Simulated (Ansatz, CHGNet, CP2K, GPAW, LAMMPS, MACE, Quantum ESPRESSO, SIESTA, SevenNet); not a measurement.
**Mg36Fe35Al29 (at. %) at 1400 K with crystalline order left by the classical run (69 atoms): one structure in several programs**

Wanted: errors and costs of other methods on Mg36Fe35Al29 (at. %) at 1400 K with crystalline order left by the classical run (69 atoms). A plane-wave run serves as the reference.

Calculated with Ansatz 0.2.0; Kohn-Sham DFT, PBE, PAW, plane waves.

## (1) The structure

The cell holds 69 atoms: 25 Mg, 24 Fe and 20 Al. Its edges and angles: a = 11.327 Å, b = 11.327 Å, c = 11.327 Å, α = 90.0°, β = 90.0°, γ = 90.0°. 69 atoms (25 Mg, 24 Fe, 20 Al) placed at random at 3.11 g/cm³, melted at 2000 K for 10 ps at fixed volume with the MEAM Al-Si-Mg-Cu-Fe potential (Jelinek et al., Phys. Rev. B 85, 245102 (2012)). Snapshot at the end of a hold of 10 ps at 1400 K and zero pressure.

## (2) Reference: Ansatz, plane waves

The PAW files are the set soft_2.

The input, input.yaml:

```yaml
crystal:
  lattice:
    - [11.32714, 0.0, 0.0]
    - [0.0, 11.32714, 0.0]
    - [0.0, 0.0, 11.32714]
  atoms:
    - { symbol: Mg, position: [0.66602, 0.52845, 0.80361] }
    - { symbol: Mg, position: [0.04311, 0.38722, 0.02779] }
    - { symbol: Mg, position: [0.81255, 0.88522, 0.59084] }
    - { symbol: Mg, position: [0.68091, 0.21719, 0.33189] }
    [... 59 atom lines left out ...]
    - { symbol: Al, position: [0.27422, 0.55454, 0.09171] }
    - { symbol: Al, position: [0.26804, 0.91766, 0.98278] }
    - { symbol: Al, position: [0.42798, 0.47946, 0.85315] }
    - { symbol: Al, position: [0.25364, 0.78266, 0.39222] }
    - { symbol: Al, position: [0.94592, 0.26901, 0.27583] }
    - { symbol: Al, position: [0.12455, 0.13795, 0.88402] }
magnetization:
  spin_polarized: true
kpoints:
  mp_grid: { grid: [1, 1, 1] }
hamiltonian:
  xc: pbe
scf:
  occupations: { method: fermi_dirac, width: 0.05 }
  lower_state_search: "off"
output:
  forces: true
  eigenvalues: true
  populations: true
  stress: true
```

On the command line:

```bash
$ ansatz run input.yaml --threads 4 --pin off --max-ram 15872MiB --backend cpu --events-out ev --progress --plain --runs-dir out
```

Numbers of over 12 decimals in the logs are rounded to 6 here.

Log:

```text
[...]
Pseudopotentials: kind: paw
Pseudopotential: Mg, paw, valence charge 10, recommended cutoff 420 eV (normal), Mg.paw.azcp
Pseudopotential: Fe, paw, valence charge 16, recommended cutoff 420 eV (normal), Fe.paw.azcp
Pseudopotential: Al, paw, valence charge 3, recommended cutoff 420 eV (normal), Al.paw.azcp
[... 5 lines on functional and potentials left out ...]
Crystal: 69 atoms, lattice volume = 1453.319 Å³
Basis set: ecut = 420 eV, 28425 PW (Γ), exchange–correlation on 160×160×160 points (8 copies of the dense FFT grid, shifted against one another)
Bands: 449, of which v1, the nominal top of the filled ones, is band 347 counted from 1 (346 counted from 0)
Symmetry: 1 space group operations
Space group: P1 (ITA 1), of the structure as read, at distance tolerance 1.1e-4 Å
Magnetic group: BNS 1.1 (UNI 1), of the structure as read, at distance tolerance 1.1e-4 Å
k-points: 1
[... 7 lines on functional and potentials left out ...]
Initial density: superposition of atomic densities (chi_scale 0.1, normalization cell)
Starting moments: Σ|m| = 52.8 μB on 24 of 69 sites
Initial wavefunctions: pseudopotential atomic-orbital guess
[...]
SCF iter   1: F=—  HF=-166418.928385 eV  |F-HF|=—  |Δ(HF+E_count)|=         —  Δρ=1.40e-1 (↑4.20e-2 ↓1.40e-1)  dr2=1.20e3  dr2_m=4.07e1  M=26.064 μB ∫|m|=30.890 μB  β_m=0.30  ethr=3.10e-3  ⟨swp⟩=6.0  Hψ=3378  notcnv=0  defer=22
preconditioner: auto → Kerker (q_TF=auto, 2.412 Å⁻¹)  [metal: Δε(μ)=0.004 eV  Ē_g=5.561 eV  σ=0.050 eV  W_gap=0.02  n_scr=340 (ndim 8)  ℏωp=16.9 eV  f_vac=0.011  D(μ)=60.77/eV (n_scr^D=484)]
spin=Collinear: Kerker preconditioning applied to the charge; magnetization (m = ρ↑ − ρ↓) channel mixes plain (no charge-response kernel on spin).
SCF iter   2: F=—  HF=-166405.992937 eV  |F-HF|=—  |Δ(HF+E_count)|=    1.29e1  Δρ=1.27e-1 (↑1.02e-1 ↓1.27e-1)  dr2=7.15e2  dr2_m=1.44e1  M=43.041 μB ∫|m|=47.066 μB  β_m=0.30  ethr=3.10e-3  ⟨swp⟩=4.0  Hψ=2045  notcnv=0  defer=123
SCF iter   3: F=—  HF=-166382.622719 eV  |F-HF|=—  |Δ(HF+E_count)|=    2.34e1  Δρ=1.11e-1 (↑1.03e-1 ↓1.11e-1)  dr2=1.28e3  dr2_m=1.66e1  M=31.021 μB ∫|m|=35.748 μB  β_m=0.30  ethr=3.10e-3  ⟨swp⟩=3.5  Hψ=1889  notcnv=0  defer=112
[...]
SCF iter  14: F=—  HF=-166345.969939 eV  |F-HF|=—  |Δ(HF+E_count)|=   2.46e-1  Δρ=1.11e-2 (↑7.49e-3 ↓1.11e-2)  dr2=4.50e0  dr2_m=5.19e-1  M=54.106 μB ∫|m|=61.707 μB  β_m=0.30  ethr=9.30e-4  ⟨swp⟩=2.0  Hψ=992  notcnv=0  defer=99
Mixer restart at iter 14: flushing history
spin-set hold released at iteration 14 (site moments contracting): the magnetisation degrees of freedom join the quasi-Newton model from the next iteration; the mixer history was flushed
SCF iter  15: F=—  HF=-166347.317252 eV  |F-HF|=—  |Δ(HF+E_count)|=    1.35e0  Δρ=3.97e-2 (↑1.37e-2 ↓3.97e-2)  dr2=5.85e1  dr2_m=2.84e0  M=54.557 μB ∫|m|=62.043 μB  β_m=0.10  ethr=6.48e-4  ⟨swp⟩=3.5  Hψ=1501  notcnv=0  defer=99  recentre
SCF iter  16: F=—  HF=-166346.016720 eV  |F-HF|=—  |Δ(HF+E_count)|=    1.30e0  Δρ=9.20e-3 (↑6.97e-3 ↓9.20e-3)  dr2=2.96e0  dr2_m=4.53e-1  M=54.282 μB ∫|m|=61.969 μB  β_m=0.07  ethr=6.48e-4  ⟨swp⟩=3.5  Hψ=1475  notcnv=0  defer=99
[...]
SCF iter  61: F=—  HF=-166346.406214 eV  |F-HF|=—  |Δ(HF+E_count)|=   4.74e-9  Δρ=2.67e-6 (↑7.80e-7 ↓2.67e-6)  dr2=1.98e-7  dr2_m=2.15e-8  M=57.667 μB ∫|m|=65.939 μB  β_m=0.21  ethr=4.77e-11  ⟨swp⟩=2.0  Hψ=829  notcnv=0  defer=100
SCF iter  62: F=-166346.406214 eV  HF=-166346.406214 eV  |F-HF|=5.59e-8  |Δ(HF+E_count)|=   3.73e-9  Δρ=1.64e-6 (↑5.18e-7 ↓1.64e-6)  dr2=6.71e-8  dr2_m=8.82e-9  M=57.667 μB ∫|m|=65.939 μB  ethr=1.44e-11  ⟨swp⟩=10.0  Hψ=3887  notcnv=0
SCF 1 converged in 62 iterations: F = -166346.406214 eV  dr2 = 6.71e-8
[...]
SCF converged after 62 iterations
Magnetization: 57.6668 μB (375.8334 up, 318.1666 down)
Absolute magnetization: 65.9615 μB (∫|ρ↑−ρ↓|, with the PAW one-centre terms)
Spin contamination: 3.7993 ħ² per cell (⟨S²⟩ above its minimum at these occupations)
Per-site moments (μB) at R_I (Å): [(-0.021990, 1.118126), (-0.024056, 1.161424), (-0.00791913, 1.184890), (-0.032306, 1.068757), (-0.029612, 1.127698), [...]
Free energy (F): -166346.406214 eV
Harris-Foulkes:  -166346.406214 eV  (|F-HF|=5.59e-8)
Internal energy: -166345.895648 eV  (E = F + TS)
E sigma→0 (E₀):  -166346.150931 eV
Entropy (-TS):   -0.510566 eV (-7.400 meV/atom)
Fermi energy:    6.627486 eV
--- Per-component energies (eV) ---
[...]
Σ components = -166346.406214   (vs F -166346.406214, Δ=0.00e0)
--- Forces (eV/Å), atoms counted from 1 ---
  atom   1  Mg    -0.19440247    -0.59479427     0.29501763
  atom   2  Mg     0.66799885     0.56080956     0.13694662
  atom   3  Mg     0.02208951     0.19527478     0.05492482
  atom   4  Mg     0.13291888     0.63513961     0.19936736
[...]
atom  69  Al     0.77872242    -0.14423866     0.46139108
  max |Σ_I F_I| component: 8.63e-5 eV/Å
--- Stress (GPa, compression-positive) ---
       -3.080064       0.503926       0.630688
        0.503925      -4.105776       0.241844
        0.630685       0.241843      -3.711600
  P = ⅓ Tr σ = -3.6325 GPa (-36.325 kbar)
--- Band table (eV) ---
  k-point 0 ↑: bands = ["-82.0716", "-81.8813", "-81.7775", "-81.7256", [... 433 levels ...], "10.8902", "10.9331", "10.9687", "11.0311", "11.0587", "11.0732", "11.1250", "11.1940", "11.3095", "11.3329", "11.3606", "11.3882"]
  k-point 0 ↓: bands = ["-78.9057", "-78.8854", "-78.8690", "-78.8464", [... 433 levels ...], "11.1409", "11.2498", "11.2693", "11.3139", "11.3546", "11.4033", "11.4339", "11.5650", "11.6080", "11.6272", "11.6431", "11.6989"]
--- Löwdin populations: 69 sites ---
  site symbol       q [e]    m [muB]
     0     Mg      9.1677    -0.0298
     1     Mg      9.0265    -0.0657
     2     Mg      9.0921     0.0057
[...]
68     Al      3.9910     0.0373
  spilling = 0.017132 (of n_electrons = 694.000000)
```

Run time: 3.2 min. Hardware: 4 threads of Arm Neoverse V1, shared host; peak memory 3.4 GiB; 13 min of CPU time.

Read from the output:

```yaml
free_energy: -166346.4062 eV
free_energy_per_atom: -2410.8175 eV/atom
scf_cycles: 62
pressure: -3.632 GPa
r_m_s_force_component: 0.6373 eV/Å
longest_force: 3.803 eV/Å
fermi_energy: 6.627 eV
levels_partly_filled_by_over_2_per_cent: 25
total_moment: 57.67 μB
absolute_moment: 65.96 μB
spilling_of_the_projection: 0.01713
```

Length of the force by element:

```tsv
element	coordination	atoms	mean length of the force (eV/Å)	spread	least	most
Al	all	20	1.15	0.776	0.259	3.80
Fe	all	24	1.00	0.504	0.191	2.15
Mg	all	25	0.710	0.340	0.128	1.34
```

Magnetic moments by element:

```tsv
element	coordination	atoms	mean moment (μB)	spread	least	most
Al	all	20	-0.0284	0.0194	-0.0546	0.0136
Fe	all	24	2.39	0.278	1.71	2.95
Mg	all	25	-0.0154	0.0146	-0.0435	0.0201
```

The levels nearest the highest filled one (over half full), pooled over k-points and spins:

```tsv
level less the highest filled one (eV)	occupation
-0.0826	0.863
-0.0466	0.755
-0.0454	0.75
-0.0244	0.664
-0.0203	0.645
0	0.548
0.0172	0.462
0.0437	0.335
0.0466	0.323
0.0657	0.246
0.0753	0.212
0.0892	0.169
```

The run ends at a pressure of -3.63 GPa, with forces up to 3.8 eV/Å.

## (3) Structure statistics

Density 2.84 g/cm³, 21.06 Å³ an atom.

Pair distribution functions g(r), in bins of 0.2 Å:

```tsv
r (Å)	total	Mg-Mg	Mg-Fe	Mg-Al	Fe-Fe	Fe-Al	Al-Al
2.20	0.10	0.00	0.00	0.00	0.00	0.49	0.00
2.40	1.28	0.00	0.66	0.00	1.32	4.74	0.00
2.60	2.26	0.00	1.99	0.49	1.21	7.34	0.40
2.80	2.47	1.87	2.11	1.76	2.58	3.22	4.40
3.00	1.49	2.06	1.39	1.42	1.11	0.83	3.24
3.20	1.11	1.62	1.14	0.89	2.16	0.23	1.41
3.40	0.82	1.77	1.08	1.10	0.00	0.11	0.76
3.60	0.69	1.57	0.89	0.72	0.32	0.18	0.46
3.80	0.60	0.89	0.67	0.56	1.10	0.17	0.39
4.00	0.70	0.92	0.72	0.36	1.11	0.31	1.44
4.20	0.92	0.73	0.54	0.98	2.73	0.20	1.30
4.40	0.93	1.04	0.80	0.59	1.45	0.37	2.55
4.60	0.96	1.06	0.83	1.04	1.05	1.02	0.68
4.80	1.29	1.05	0.75	1.30	1.30	2.04	1.50
5.00	1.38	1.42	1.08	1.34	0.88	2.08	1.38
5.20	1.16	0.88	1.18	0.99	0.89	1.92	0.53
5.40	0.96	1.21	1.05	0.75	0.76	1.12	0.78
5.60	0.92	0.89	0.83	1.23	1.09	0.73	0.65
```

## (4) The other programs

The programs:
- CHGNet: machine-learned potential, published weights.
- MACE: machine-learned potential, published weights.
- Quantum ESPRESSO 7.5: plane waves; labels (QE) give functional, pseudopotential set and cutoffs of waves/density.
- SIESTA 5.4.2: numerical atomic orbitals, whose automatically made sets are far from complete, with PseudoDojo norm-conserving potentials that we converted to its format (checked against plane waves on the same files for H, C, O, Si, Ge and Ca alone); labels give functional, basis size, energy shift and mesh cutoff.
- SevenNet: machine-learned potential, published weights.

All use the same cell and atoms; the electronic-structure runs use the same k-mesh, and an electronic temperature of 580 K (0.05 eV) where levels are smeared.

Differences are against the plane-wave reference, forces as r.m.s. over components; share is that over the reference's r.m.s. force, slope the least-squares factor from reference forces to these. Total energies of different programs have different zeros and aren't compared.

```tsv
run	Δ force, r.m.s. (meV/Å)	share (%)	slope	Δ pressure (GPa)	cores	CPU time	memory (GiB)
reference	-	-	-	-	4	13 min	3.4
CHGNet 0.3.0 potential	210	32.9	1.029	-0.343	1	4.6 s	0.81
MACE MPA-0 medium potential	113	17.7	0.984	-0.606	1	8.8 s	0.87
QE PBE, sssp-1.3.0-efficiency, 60/480 Ry	10.6	1.66	1.006	-0.204	4	64 min	5.2
SIESTA PBE, DZP, shift 0.01 Ry, mesh 500 Ry	148	23.2	1.113	0.493	4	50 min	3.4
SevenNet l3i5 potential	236	37.0	0.938	-2.01	1	11 s	1.0
```

Times of the machine-learned potentials are mostly Python's start and the loading of weights.

CPU time is summed over cores on a shared host, where runs went side by side, so it is rough. Symmetry, cutoffs, thresholds, outputs and thread counts weren't matched or tuned between programs; memory under MPI is the largest rank's times the ranks.

Runs without a result: CP2K GFN1-xTB, diagonalisation (not converged, the SCF not settling); GPAW PBE, LCAO dzp, h 0.2 Å (cut off at its time limit of 19 min); GPAW revPBE, LCAO dzp, h 0.2 Å (cut off at its time limit of 19 min); CP2K PBE, DZVP-MOLOPT-SR, 600/60 Ry, diagonalisation (cut off at its time limit of 30 min, the SCF not settling); GPAW PBE, LCAO sz(dzp), h 0.2 Å (cut off at its time limit of 5.4 min); SIESTA PBE, DZ, shift 0.01 Ry, mesh 500 Ry (cut off at its time limit of 11 min, the SCF not settling); QE PBE, sssp-1.3.0-efficiency, 20/160 Ry (cut off at its time limit of 13 min, the SCF not settling).

## (5) What came out

```
reference r.m.s. force component                       : 0.637 eV/Å
nearest in forces                                      : QE PBE, sssp-1.3.0-efficiency, 60/480 Ry, 1.7 %
farthest in forces                                     : SevenNet l3i5 potential, 37 %
cheapest electronic-structure run beside the reference : SIESTA PBE, DZP, shift 0.01 Ry, mesh 500 Ry, 50 min of CPU time
```

What this shows: PBE on plane waves or a grid with other potentials, cutoffs or grids differs from the reference by 1.7 % (QE PBE, sssp-1.3.0-efficiency, 60/480 Ry) of the r.m.s. force; this holds the reference's own error, so differences of a few per cent don't tell which side is nearer the exact PBE result (QE's 60 Ry are 816 eV, against the reference's 420 eV). The PBE run in local orbitals differs by 23 % (SIESTA PBE, DZP, shift 0.01 Ry, mesh 500 Ry); basis, grid and potentials can all enter. Machine-learned potentials differ by 18 % (MACE MPA-0 medium potential) to 37 % (SevenNet l3i5 potential); they were trained on other programs' data. None of the electronic-structure runs in the table takes under half the reference's CPU time of 13 min; they take 3.9 to 5.0 times as much. SIESTA PBE, DZP, shift 0.01 Ry, mesh 500 Ry stiffens the forces by a factor of 1.11 while following their directions (correlation 0.984). In the reference: 25 levels are partly filled, by over 2 % (at Γ alone), as in a metal. In the reference: the cell holds a total moment of 57.7 μB; no search proves this magnetic order the lowest. The potentials hold different valence shells: 694 electrons in the reference, 494 in Quantum ESPRESSO with SSSP; this bears on time and differences. The frame stands for 1400 K, but pressures are static and levels are smeared at 580 K, under the temperature of the frame, which matters where levels are partly filled. Machine-learned potentials mimic data converged in k, so the reference's own k-point error enters their differences. In the spin-polarised runs the search for a state of lower energy was switched off. The network of bonds at the start is that of the classical potential that made the cell, and needn't be the one that DFT or experiment would give. The run was spin polarised, started with 24 parallel moments, ending at 57.7 μB in the cell; that starting order needn't be the real material's, and it bears on forces, charges and levels. The electronic-structure runs sample only Γ, in a cell whose shortest periodic width is 11 Å, which is coarse for a cell with partly filled levels.

[Also dropped from logs without a mark: logging warnings of Python, and SIESTA's first energy breakdown and zero terms.]

[Logs are printed without paths, hosts, clocks, repeated set-up lines and the standing remarks that a program may print on its own settings, such as how far it seeks lower states.]

[Hosts, paths, dates, database ids (printed as entryN), source tags and the programs' standing remarks are cut or masked in the printed files.]
